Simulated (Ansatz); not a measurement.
In doubt: masses and optical values from hybrid runs of this build are listed as unsure, which bears on the screening that GW takes from such a start.

Rows from a G0W0 calculation on SnSe2/SnSe2/SnSe2 (1T multilayer) (Ansatz 0.2.0; G0W0 on HSE06, plane waves, PAW; PAW set soft_1; 6×6×1 mesh, 422 empty bands, screening to 42 eV, PAW set soft_1 files), in eV. Spin-orbit coupling is left out.

```csv
row,Σx,Σc,Vxc,Z
A,-11.54,-2.84,-15.06,0.77
B,-17.41,1.85,-15.80,0.76
C,-10.56,-2.53,-13.65,0.79
D,-11.32,-2.80,-14.77,0.78
E,-10.80,-2.49,-13.84,0.79
F,-17.52,1.78,-16.00,0.77
```

Q: Which rows are filled states and which are empty ones, and how can one tell?

Filled: B and F. Empty: A, C, D and E. The sign of Σc tells: for a filled state bare exchange, which holds its interaction with itself, lies below Vxc (Σx − Vxc is -1.5 eV or lower here) and screening gives part back as a positive Σc. For an empty state Σx lies above Vxc (+3.0 eV or more) and the Coulomb hole leaves Σc negative.

[Paths, hosts, dates, memory and timing lines, banners, echoed tables and standing remarks are left out of the program output.]

[Logs are printed without paths, hosts, clocks, repeated set-up lines and the standing remarks that a program may print on its own settings, such as how far it seeks lower states.]

[Runs of the session that timed out or met a known fault of the program may be left out.]

[Cells called generated may have been cut or substituted from an entry of the Crystallography Open Database or the Materials Project.]

[Hosts, paths, dates, database ids (printed as entryN), source tags and the programs' standing remarks are cut or masked in the printed files.]
